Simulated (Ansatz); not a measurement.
## H2CClF (P2_1): converging the G0W0 gap

How do accuracy and time trade against each other in G0W0 on H2CClF (P2_1)?

Main program and level: Ansatz 0.2.0; G0W0 on PBE, plane waves, PAW.

**1. Starting point**

The structure is monoclinic, space group P2_1 (No. 4). Conventional cell: a = 5.021 Å, b = 4.148 Å, c = 6.768 Å, α = 90.00°, β = 108.21°, γ = 90.00°. Nearest to H lie 1 C at 1.09 Å. Nearest to C lie 2 H at 1.09 Å and 1 F at 1.38 Å and 1 Cl at 1.79 Å. Nearest to Cl lie 1 C at 1.79 Å. Nearest to F lie 1 C at 1.38 Å. Farther neighbours and most contacts between anions are not listed.

Geometry: measured cell, ions relaxed with PBE. The runs that relaxed it are not among those shown. The default PAW set here is soft_2. Its files were made with PBE.

**2. 101 empty bands, screening to 48 eV**

G0W0 replaces the xc potential by the self-energy, built once from these orbitals. Only a window of levels is corrected, while the sums run over the empty bands that the input names.

Input file input.yaml:

```yaml
crystal:
  lattice:
    - [5.0206, 0.0, 0.0]
    - [0.0, 4.1477, 0.0]
    - [-2.1143188253, 0.0, 6.4288463713]
  atoms:
    - { symbol: H, position: [0.2853907074, 0.3914333251, 0.1553547444] }
    - { symbol: H, position: [0.7146092926, 0.8914333251, 0.8446452556] }
    - { symbol: H, position: [0.5708661695, 0.1079278767, 0.2708692269] }
    - { symbol: H, position: [0.4291338305, 0.6079278767, 0.7291307731] }
    - { symbol: C, position: [0.3461441783, 0.1407585261, 0.1942650717] }
    - { symbol: C, position: [0.6538558217, 0.6407585261, 0.8057349283] }
    - { symbol: Cl, position: [0.1665216804, 0.0025228448, 0.3683413112] }
    - { symbol: Cl, position: [0.8334783196, 0.5025228448, 0.6316586888] }
    - { symbol: F, position: [0.2645503672, 0.9578574273, 0.0149998989] }
    - { symbol: F, position: [0.7354496328, 0.4578574273, 0.9850001011] }
kpoints:
  mp_grid: { grid: [4, 4, 2] }
hamiltonian:
  xc: pbe
scf:
  occupations: { method: fixed }
gw:
  n_empty_bands: 101
  ecut_chi: 48
  qp_bands: [v3, c3]
  qp_kpoints: band_edges
  screening: { model: contour_deformation }
```

Command:

```
$ ansatz run input.yaml --threads 3 --pin off --max-ram 92160MiB --backend cuda --events-out ev --progress --plain --runs-dir out --devices 1 --max-vram 13GiB  # rebuilt from the run's record
```

Numbers of over 12 decimals in the logs are rounded to 6 here.

The program printed:

```text
GPUs: using 1 of 1 available (devices: 1).
Engine: ansatz 0.2.0, x86_64-unknown-linux-gnu
Pseudopotentials: kind: paw
Pseudopotential: H, paw, valence charge 1, recommended cutoff 420 eV (normal), H.paw.azcp
Pseudopotential: C, paw, valence charge 4, recommended cutoff 420 eV (normal), C.paw.azcp
Pseudopotential: Cl, paw, valence charge 7, recommended cutoff 420 eV (normal), Cl.paw.azcp
Pseudopotential: F, paw, valence charge 7, recommended cutoff 420 eV (normal), F.paw.azcp
Functional definition: PBE
  parameter kappa = 0.804
  parameter beta = 0.066725
  exchange = pbe_x(kappa = kappa, mu = beta*pi^2/3)
  correlation = pbe_c(beta = beta)
device memory: the entry about to start is reckoned to put 1.1 GiB on a device that reports 38.1 GiB free (of which the cap on the GPU budget leaves the run 13.0 GiB)
GPU FFT provider: cuFFT
GPU libraries: cuBLAS 13.8.2, cuFFT 12.4.0, cuSOLVER 12.3.4
Crystal: 10 atoms, lattice volume = 133.874 Å³
Basis set: ecut = 420 eV, 2603 PW (Γ)
Bands: 30, of which v1, the nominal top of the filled ones, is band 20 counted from 1 (19 counted from 0)
Symmetry: 2 space group operations
Space group: P21 (ITA 4), of the structure as read, at distance tolerance 5.1e-5 Å
k-points: 18 of 32 (time reversal used)
Non-local potential: H, projectors of the file, l = 0: 2, l = 1: 1
Non-local potential: C, projectors of the file, l = 0: 2, l = 1: 2, l = 2: 1
Non-local potential: Cl, projectors of the file, l = 0: 2, l = 1: 2, l = 2: 2
Non-local potential: F, projectors of the file, l = 0: 2, l = 1: 2, l = 2: 1
PAW form: soft (Blöchl's): semilocal exchange-correlation on the pseudo side does not see the compensation charge
PAW one-centre angular grid: H, 110 points (default); XC on 64 Gauss nodes
PAW one-centre angular grid: C, 110 points (default); XC on 64 Gauss nodes
PAW one-centre angular grid: Cl, 110 points (default); XC on 64 Gauss nodes
PAW one-centre angular grid: F, 110 points (default); XC on 64 Gauss nodes
Initial density: superposition of atomic densities (neutral atoms: chi_scale 0, normalization atom), corrected by the library's trained network
Initial wavefunctions: pseudopotential atomic-orbital guess
GPU buffer pool allocated for 51840 grid points (all kernels)
GPU transforms: local potential and band sums: pruned to the plane-wave sphere, on 36×27×45
Functional: x = pbe(κ = 0.804, μ = 0.219515), c = pbe(β = 0.066725)
SCF iter   1: F=—  HF=-4341.606285 eV  |F-HF|=—  |Δ(HF+E_count)|=         —  Δρ=1.53e-3  dr2=8.72e-4  ethr=1.77e-3  ⟨swp⟩=5.1  Hψ=2181  notcnv=0  defer=144
preconditioner: auto → Resta (q_TF=auto, 2.231 Å⁻¹)  ε∞=2.9  [insulator: Δε(μ)=5.995 eV  Ē_g=14.002 eV  n_scr=26 (ndim 8)  ℏωp=19.3 eV  f_vac=0.108  ε∞_Penn≈2.9]
SCF iter   2: F=—  HF=-4341.607819 eV  |F-HF|=—  |Δ(HF+E_count)|=   1.53e-3  Δρ=8.09e-4  dr2=2.59e-4  ethr=2.18e-6  ⟨swp⟩=2.7  Hψ=1213  notcnv=0  defer=144
SCF iter   3: F=—  HF=-4341.608489 eV  |F-HF|=—  |Δ(HF+E_count)|=   6.70e-4  Δρ=2.97e-4  dr2=5.78e-5  ethr=6.48e-7  ⟨swp⟩=2.0  Hψ=828  notcnv=0  defer=144
SCF iter   4: F=—  HF=-4341.608569 eV  |F-HF|=—  |Δ(HF+E_count)|=   7.97e-5  Δρ=6.06e-5  dr2=4.87e-6  ethr=1.45e-7  ⟨swp⟩=2.6  Hψ=933  notcnv=0  defer=144
SCF iter   5: F=—  HF=-4341.608571 eV  |F-HF|=—  |Δ(HF+E_count)|=   2.25e-6  Δρ=3.44e-5  dr2=9.75e-7  ethr=1.22e-8  ⟨swp⟩=2.8  Hψ=833  notcnv=0  defer=144
SCF iter   6: F=—  HF=-4341.608571 eV  |F-HF|=—  |Δ(HF+E_count)|=   2.82e-7  Δρ=1.28e-5  dr2=1.59e-7  ethr=2.44e-9  ⟨swp⟩=2.9  Hψ=1004  notcnv=0  defer=144
SCF iter   7: F=-4341.608571 eV  HF=-4341.608571 eV  |F-HF|=2.36e-11  |Δ(HF+E_count)|=   9.44e-8  Δρ=1.72e-6  dr2=3.87e-9  ethr=2.50e-10  ⟨swp⟩=8.7  Hψ=2347  notcnv=0
SCF 1 converged in 7 iterations: F = -4341.608571 eV  dr2 = 3.87e-9
  greatest PAW one-centre occupation: 0.932 electrons in one spin orbital (limit 2), on the F atom at site 9 (counted from 0), in its partial waves of l = 0
device memory: the entry about to start is reckoned to put 1.2 GiB (of the 1.3 GiB reckoned in all, the device holds 0.1 GiB already) on a device that reports 37.4 GiB free (of which the cap on the GPU budget leaves the run 12.9 GiB)
NSCF: frozen V_eff on 18 k-points, pencils in batches of 32, up to order 120
the band table was solved once the SCF had ended and its energy, with any forces and stress, was formed, with the checks that follow a solve (2302 applications of the Hamiltonian). They found nothing against the state; the energy, forces and stress were not computed again (output.eigenvalues in the input reference)
device memory: the entry about to start is reckoned to put 4.1 GiB on a device that reports 39.2 GiB free (of which the cap on the GPU budget leaves the run 13.0 GiB)
NSCF: frozen V_eff on 18 k-points
G₀W₀ screening: q 1/18
[... further progress lines ...]
device memory: the entry about to start is reckoned to put 0.4 GiB on a device that reports 40.2 GiB free (of which the cap on the GPU budget leaves the run 13.0 GiB)
NSCF: frozen V_eff on 1 k-points
device memory: the entry about to start is reckoned to put 0.5 GiB on a device that reports 40.2 GiB free (of which the cap on the GPU budget leaves the run 13.0 GiB)
NSCF: frozen V_eff on 1 k-points
SCF converged after 7 iterations
Free energy (F): -4341.608571 eV
Harris-Foulkes:  -4341.608571 eV  (|F-HF|=2.36e-11)
Internal energy: -4341.608571 eV  (E = F + TS)
E sigma→0 (E₀):  -4341.608571 eV
Fermi energy:    -0.638675 eV
--- Per-component energies (eV) ---
  E_band       = -302.456630
  E_kinetic    = 966.190213
  E_local      = -2749.921670  (includes V_loc(G=0)·N_el)
  E_nonlocal   = 264.470546
  E_hartree    = 983.658204
  E_xc         = -502.593272
  E_vxc        = -609.485319  (∫ρ·V_xc dr)
  E_paw        = -1919.564816  (= ΣΔE_a)
  E_vpaw       = -141.024539  (= ΣTr[D̂ρ^β])
  E_aug_tail   = -0.001295  (compensation charges beyond the density's cutoff)
  E_ewald      = -1383.846480
  E_smearing   = -0.000000  (= −TS)
  E_closure    = 0.000000  (closes the sum)
  Σ components = -4341.608571   (vs F -4341.608571, Δ=0.00e0)
--- Band table (eV; the first three rows and the last of 18) ---
  k-point 0: bands = [... 16 lower, -1.4015, -1.3764, -1.3552, -0.8884, 5.7133, 5.9528, 6.4523, 7.5892, ... 6 higher]
  k-point 1: bands = [... 16 lower, -1.5417, -1.2640, -1.2484, -0.9205, 5.7843, 5.8114, 6.7083, 7.0240, ... 6 higher]
  k-point 2: bands = [... 16 lower, -1.4757, -1.4155, -1.2257, -0.8710, 5.6744, 5.9702, 6.7764, 7.6708, ... 6 higher]
  k-point 17: bands = [... 16 lower, -1.4113, -1.4113, -0.6445, -0.6445, 5.8940, 5.8940, 7.1943, 7.1943, ... 6 higher]
--- G₀W₀: contour deformation, 5 samples at zero and on the imaginary axis and 1 off it, 32 q-points, 101 empty bands' worth ---
  eigenvalues of the whole cell's RPA ε∞ on this k-mesh (on a slab, of 1 + 4πα/V) = 2.0139, 2.0391, 2.3738; static W/v taken at q = 0 is 0.463004
  bands read: the sum over 121 bands ends inside a degenerate multiplet in 6 slots, whose members it reads at an even weight; the widest, k=4: bands 121 to 122 (counted from 1) at 1/2 each
  gw.qp_kpoints: band_edges: 18 of 18 stored k-points solved, in 1 pass; an edge of the gap read off the rows below is read off those points alone
    ik  band        ε_KS         Σx   Σc(E_QP)       V_xc       Z   E_QP_lin       E_QP  E_QP is
     0    18     -1.3764   -21.8646     3.0944   -16.9663  0.8198    -3.2143    -3.1802  root
     0    19     -1.3552   -20.7926     2.9857   -15.9770  0.8205    -3.2215    -3.1851  root
     0    20     -0.8884   -21.1856     2.9024   -16.5487  0.8248    -2.6525    -2.6229  root
     0    21      5.7133    -8.7356    -3.3222   -14.4205  0.8455     8.1229     8.0760  root
     0    22      5.9528    -8.8659    -3.4122   -14.6904  0.8424     8.4169     8.3651  root
     0    23      6.4523    -5.9743    -3.1593   -10.6806  0.8643     8.0166     7.9993  root
     1    18     -1.2640   -21.5109     3.0274   -16.6649  0.8232    -3.1164    -3.0824  root
     1    19     -1.2484   -20.8088     2.9739   -16.0149  0.8216    -3.1037    -3.0683  root
     1    20     -0.9205   -21.3280     2.8912   -16.7415  0.8234    -2.6440    -2.6158  root
     1    21      5.7843    -9.3716    -3.4842   -15.4276  0.8401     8.4151     8.3561  root
     1    22      5.8114    -7.9757    -3.2537   -13.3939  0.8501     8.0139     7.9758  root
     1    23      6.7083    -5.7502    -3.1463   -10.3229  0.8648     8.1493     8.1348  root
     2    18     -1.4155   -21.9685     3.1213   -17.0283  0.8202    -3.2691    -3.2343  root
     2    19     -1.2257   -21.1506     3.0170   -16.2995  0.8227    -3.0951    -3.0597  root
     2    20     -0.8710   -21.5605     2.9744   -16.8226  0.8259    -2.6648    -2.6344  root
     2    21      5.6744    -8.6678    -3.3053   -14.2850  0.8465     8.0304     7.9862  root
     2    22      5.9702    -9.1151    -3.4477   -15.0565  0.8408     8.5202     8.4638  root
     2    23      6.7764    -6.6692    -3.3057   -11.8440  0.8578     8.6734     8.6455  root
     3    18     -1.3759   -21.3337     2.9908   -16.5469  0.8217    -3.2054    -3.1718  root
     3    19     -1.1531   -21.3035     3.0313   -16.4385  0.8237    -3.0217    -2.9868  root
     3    20     -0.9478   -21.3903     2.9531   -16.6736  0.8252    -2.7420    -2.7113  root
     3    21      5.7808    -9.2218    -3.4243   -15.1462  0.8416     8.3356     8.2808  root
     3    22      5.8964    -8.2195    -3.3067   -13.8010  0.8474     8.2147     8.1711  root
     3    23      7.0242    -8.1695    -3.4832   -13.9005  0.8494     9.3171     9.2719  root
[...]
16    22      5.9032    -9.3686    -3.4384   -15.3084  0.8405     8.4607     8.4046  root
    16    23      6.9427    -6.4494    -3.2841   -11.5839  0.8610     8.8195     8.7930  root
    17    18     -1.4113   -22.0727     3.0871   -17.1915  0.8215    -3.2383    -3.2053  root
    17    19     -0.6445   -21.8703     2.9958   -17.1246  0.8283    -2.4231    -2.3943  root
    17    20     -0.6445   -21.8703     2.9958   -17.1246  0.8283    -2.4231    -2.3943  root
    17    21      5.8940    -9.3250    -3.4381   -15.2451  0.8416     8.4306     8.3760  root
    17    22      5.8940    -9.3250    -3.4381   -15.2451  0.8416     8.4306     8.3760  root
    17    23      7.1943    -7.0034    -3.3734   -12.3974  0.8550     9.2491     9.2149  root
```

It took 14 s on 1 × NVIDIA H100 80GB HBM3 (shared by 6 runs) with 3 threads of AMD EPYC 7R13 (Zen 3), shared host; peak memory 1.2 GiB.

This step gave:

```yaml
bands_summed: 121
rpa_eps_infinity_on_this_mesh_eigenvalues: 2.014, 2.039, 2.374
plane_waves_in_the_screening_matrix: 97
q_points_in_the_mesh: 32
g0w0_gap_on_the_mesh: 9.986 eV
k_of_the_valence_top: -0.5, -0.5, -0.5
k_of_the_conduction_bottom: 0.25, 0, -0.5
starting_gap_on_the_mesh: 5.996 eV
z_at_the_valence_top: 0.8283
z_at_the_conduction_bottom: 0.8514
least_direct_g0w0_gap_on_the_computed_points: 10.03 eV
```

The gap on the mesh goes from 6.00 eV to 9.99 eV, a correction of +3.99 eV, though a band edge has moved to another state.

**3. 285 empty bands, screening to 96 eV**

Bands and screening cutoff are moved together, since each hides the error of the other.

Changes to input.yaml since step 2:

```diff
@@ -23,4 +23,4 @@
 gw:
-  n_empty_bands: 101
-  ecut_chi: 48
+  n_empty_bands: 285
+  ecut_chi: 96
   qp_bands: [v3, c3]
```

The program printed:

```text
GPUs: using 1 of 1 available (devices: 1).
[...]
GPU FFT provider: cuFFT
GPU libraries: cuBLAS 13.8.2, cuFFT 12.4.0, cuSOLVER 12.3.4
Crystal: 10 atoms, lattice volume = 133.874 Å³
Basis set: ecut = 420 eV, 2603 PW (Γ)
Bands: 30, of which v1, the nominal top of the filled ones, is band 20 counted from 1 (19 counted from 0)
Symmetry: 2 space group operations
[...]
k-points: 18 of 32 (time reversal used)
[...]
GPU buffer pool allocated for 51840 grid points (all kernels)
[...]
SCF iter   1: F=—  HF=-4341.606285 eV  |F-HF|=—  |Δ(HF+E_count)|=         —  Δρ=1.53e-3  dr2=8.72e-4  ethr=1.77e-3  ⟨swp⟩=5.1  Hψ=2181  notcnv=0  defer=144
[...]
SCF iter   7: F=-4341.608571 eV  HF=-4341.608571 eV  |F-HF|=2.36e-11  |Δ(HF+E_count)|=   9.44e-8  Δρ=1.72e-6  dr2=3.87e-9  ethr=2.50e-10  ⟨swp⟩=8.7  Hψ=2347  notcnv=0
SCF 1 converged in 7 iterations: F = -4341.608571 eV  dr2 = 3.87e-9
[...]
NSCF: frozen V_eff on 18 k-points, pencils in batches of 32, up to order 120
[...]
NSCF: frozen V_eff on 18 k-points
G₀W₀ screening: q 1/18
[... further progress lines ...]
[...]
SCF converged after 7 iterations
Free energy (F): -4341.608571 eV
[...]
Internal energy: -4341.608571 eV  (E = F + TS)
E sigma→0 (E₀):  -4341.608571 eV
Fermi energy:    -0.638675 eV
[...]
--- Band table (eV; the first three rows and the last of 18) ---
  k-point 0: bands = [... 16 lower, -1.4015, -1.3764, -1.3552, -0.8884, 5.7133, 5.9528, 6.4523, 7.5892, ... 6 higher]
  k-point 1: bands = [... 16 lower, -1.5417, -1.2640, -1.2484, -0.9205, 5.7843, 5.8114, 6.7083, 7.0240, ... 6 higher]
  k-point 2: bands = [... 16 lower, -1.4757, -1.4155, -1.2257, -0.8710, 5.6744, 5.9702, 6.7764, 7.6708, ... 6 higher]
  k-point 17: bands = [... 16 lower, -1.4113, -1.4113, -0.6445, -0.6445, 5.8940, 5.8940, 7.1943, 7.1943, ... 6 higher]
[...]
0    18     -1.3764   -21.8646     2.8629   -16.9663  0.8113    -3.4559    -3.4118  root
     0    19     -1.3552   -20.7926     2.7186   -15.9770  0.8127    -3.5011    -3.4522  root
     0    20     -0.8884   -21.1856     2.6099   -16.5487  0.8163    -2.9566    -2.9155  root
     0    21      5.7133    -8.7356    -3.6576   -14.4205  0.8375     7.7732     7.7406  root
     0    22      5.9528    -8.8659    -3.7508   -14.6904  0.8346     8.0626     8.0264  root
     0    23      6.4523    -5.9743    -3.3619   -10.6806  0.8603     7.8092     7.7967  root
     1    18     -1.2640   -21.5109     2.7744   -16.6649  0.8148    -3.3803    -3.3355  root
     1    19     -1.2484   -20.8088     2.6971   -16.0149  0.8137    -3.3931    -3.3451  root
[...]
17    20     -0.6445   -21.8703     2.7193   -17.1246  0.8192    -2.7098    -2.6709  root
    17    21      5.8940    -9.3250    -3.7826   -15.2451  0.8331     8.0697     8.0315  root
    17    22      5.8940    -9.3250    -3.7826   -15.2451  0.8331     8.0697     8.0315  root
    17    23      7.1943    -7.0034    -3.6280   -12.3974  0.8506     8.9852     8.9603  root
```

It took 27 s on 1 × NVIDIA H100 80GB HBM3 (shared by 6 runs) with 3 threads; peak memory 1.5 GiB.

This step gave:

```
bands summed                                 : 305
RPA ε∞ on this mesh (eigenvalues)            : 2.004, 2.029, 2.359
plane waves in the screening matrix          : 299
q-points in the mesh                         : 32
G0W0 gap on the mesh                         : 9.981 eV
k of the valence top                         : -0.5, -0.5, 0
k of the conduction bottom                   : -0.5, 0, 0
starting gap on the mesh                     : 5.996 eV
Z at the valence top                         : 0.8190
Z at the conduction bottom                   : 0.8386
least direct G0W0 gap on the computed points : 10.02 eV
```

Against the run with 4×4×2 mesh, 101 empty bands, screening to 48 eV, the gap moves by −0.005 eV.

**4. 615 empty bands, screening to 160 eV**

Changes to input.yaml since step 3:

```diff
@@ -23,4 +23,4 @@
 gw:
-  n_empty_bands: 285
-  ecut_chi: 96
+  n_empty_bands: 615
+  ecut_chi: 160.0
   qp_bands: [v3, c3]
```

The program printed:

```text
GPUs: using 1 of 1 available (devices: 1).
[...]
GPU FFT provider: cuFFT
GPU libraries: cuBLAS 13.8.2, cuFFT 12.4.0, cuSOLVER 12.3.4
Crystal: 10 atoms, lattice volume = 133.874 Å³
Basis set: ecut = 420 eV, 2603 PW (Γ)
Bands: 30, of which v1, the nominal top of the filled ones, is band 20 counted from 1 (19 counted from 0)
Symmetry: 2 space group operations
[...]
k-points: 18 of 32 (time reversal used)
[...]
1    19     -1.2484   -20.8088     2.4614   -16.0149  0.8112    -3.6422    -3.5809  root
[...]
17    20     -0.6445   -21.8703     2.4577   -17.1246  0.8163    -2.9833    -2.9324  root
    17    21      5.8940    -9.3250    -4.0039   -15.2451  0.8300     7.8402     7.8101  root
    17    22      5.8940    -9.3250    -4.0039   -15.2451  0.8300     7.8402     7.8101  root
    17    23      7.1943    -7.0034    -3.7735   -12.3974  0.8487     8.8354     8.8148  root
[key lines of the parts left out:]
SCF converged after 7 iterations
Free energy (F): -4341.608571 eV
Fermi energy:    -0.638675 eV
```

Elapsed: 59 s, on 1 × NVIDIA H100 80GB HBM3 (shared by 6 runs) with 3 threads; peak memory 2.5 GiB.

Numbers from this step:

```yaml
bands_summed: 635
rpa_eps_infinity_on_this_mesh_eigenvalues: 1.997, 2.022, 2.343
plane_waves_in_the_screening_matrix: 615
g0w0_gap_on_the_mesh: 10.03 eV
k_of_the_valence_top: -0.5, -0.5, 0
k_of_the_conduction_bottom: -0.5, 0, 0
starting_gap_on_the_mesh: 5.996 eV
least_direct_g0w0_gap_on_the_computed_points: 10.07 eV
```

Against the run with 4×4×2 mesh, 285 empty bands, screening to 96 eV, the gap moves by +0.05 eV.

**5. Changing the k mesh: 2×2×2 mesh, 285 empty bands, screening to 96 eV**

Only the mesh changes. It samples the long-range screening, which converges on its own terms. Bands and cutoff differ from the step before, so it is read against an earlier run that matches them.

Changes to input.yaml since step 4:

```diff
@@ -17,3 +17,3 @@
 kpoints:
-  mp_grid: { grid: [4, 4, 2] }
+  mp_grid: { grid: [2, 2, 2] }
 hamiltonian:
@@ -23,4 +23,4 @@
 gw:
-  n_empty_bands: 615
-  ecut_chi: 160.0
+  n_empty_bands: 285
+  ecut_chi: 96
   qp_bands: [v3, c3]
```

The program printed:

```text
GPUs: using 1 of 1 available (devices: 1).
[...]
GPU FFT provider: cuFFT
GPU libraries: cuBLAS 13.8.2, cuFFT 12.4.0, cuSOLVER 12.3.4
Crystal: 10 atoms, lattice volume = 133.874 Å³
Basis set: ecut = 420 eV, 2603 PW (Γ)
Bands: 30, of which v1, the nominal top of the filled ones, is band 20 counted from 1 (19 counted from 0)
Symmetry: 2 space group operations
[...]
k-points: 8
[...]
1    19     -1.2418   -20.8587     2.7298   -16.0136  0.8138    -3.4060    -3.3571  root
[...]
7    20     -0.6392   -21.9303     2.7648   -17.1182  0.8185    -2.7268    -2.6864  root
     7    21      5.8975    -9.3029    -3.8034   -15.2417  0.8326     8.0713     8.0329  root
     7    22      5.8975    -9.3029    -3.8034   -15.2417  0.8326     8.0713     8.0329  root
     7    23      7.1956    -6.9797    -3.6598   -12.3998  0.8494     8.9811     8.9559  root
[key lines of the parts left out:]
SCF converged after 7 iterations
Free energy (F): -4341.592690 eV
Fermi energy:    -0.633462 eV
```

Wall time 9.6 s (1 × NVIDIA H100 80GB HBM3 (shared by 6 runs) with 3 threads); peak memory 1.3 GiB; 18 s of CPU time.

This step gave:

| Quantity | Value |
| --- | --- |
| bands summed | 305 |
| RPA ε∞ on this mesh (eigenvalues) | 2.017, 2.036, 2.374 |
| plane waves in the screening matrix | 299 |
| G0W0 gap on the mesh | 10.00 eV |
| k of the valence top | -0.5, -0.5, 0 |
| k of the conduction bottom | -0.5, 0, 0 |
| starting gap on the mesh | 5.994 eV |
| least direct G0W0 gap on the computed points | 10.05 eV |

Against the run with 4×4×2 mesh, 285 empty bands, screening to 96 eV, the gap moves by +0.02 eV.

[end of part 1 of 2]

[Paths, hosts, dates, memory and timing lines, banners, echoed tables and standing remarks are left out of the program output.]

[Logs are printed without paths, hosts, clocks, repeated set-up lines and the standing remarks that a program may print on its own settings, such as how far it seeks lower states.]

[Runs of the session that timed out or met a known fault of the program may be left out.]

[Cells called generated may have been cut or substituted from an entry of the Crystallography Open Database or the Materials Project.]

[Hosts, paths, dates, database ids (printed as entryN), source tags and the programs' standing remarks are cut or masked in the printed files.]
